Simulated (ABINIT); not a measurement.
ZnS (F-43m): how ε∞ follows the gap

The empty bands of ZnS (F-43m) are shifted up rigidly by Δ, and ε∞ is computed for each shift.

Cell: a, b, c = 3.821, 3.821, 3.821 Å (primitive vectors), 2 atoms.

Method: ABINIT 10.8.3, LDA, independent particles, k-mesh 11×11×11, Lorentzian half width 0.04 eV.

Launch of the response step: `optic optic.abi`. The series took 2.4 min in all, its band step included, on 4 threads of AMD EPYC (Zen 3), with other jobs on the host.

| Δ (eV) | ε∞ |
| --- | --- |
| 0.00 | 6.660 |
| 0.40 | 6.277 |
| 0.80 | 5.948 |
| 1.20 | 5.663 |
| 1.60 | ? |
| 2.00 | 5.189 |

With one effective transition at E₀ and fixed dipole strength, ε∞ − 1 = A/(E₀ + Δ), so 1/(ε∞ − 1) is linear in Δ.

Working, on the rows shown:

| x = Δ (eV) | y = 1/(ε∞ − 1) |
| --- | --- |
| 0 | 0.176678 |
| 0.4 | 0.189502 |
| 0.8 | 0.202102 |
| 1.2 | 0.214454 |
| 2 | 0.23872 |

Means: x̄ = 0.88, ȳ = 0.20429. Σ(x − x̄)(y − ȳ) = 0.07339, Σ(x − x̄)² = 2.368. Slope = 0.07339 / 2.368 = 0.03099; intercept = ȳ − slope · x̄ = 0.17702. Turned back into ε∞, the line misses the rows shown by at most 0.011.

Predict the last column of the withheld row from the fit.

At x = 1.6 the line gives y = 0.2266, that is 5.413. The run gave 5.412, so the interpolation is off by 0.00097, 0.1 % of the range in the table.

Refitted with all rows, the slope is 0.031 and the intercept 0.17702. These give E₀ = intercept/slope = 5.7 eV, far above the least direct gap of 1.86 eV: most of the screening comes from transitions well over the edge. Over the first step ε∞ falls by 14 % per eV. The cell comes from an older database entry, whose edges can be off by a per cent or so. Excitons are left out and so are local fields; LDA gaps are as a rule too small. The values come from a sum over the points of one k-mesh and carry its error, which grows as the direct gap shrinks.
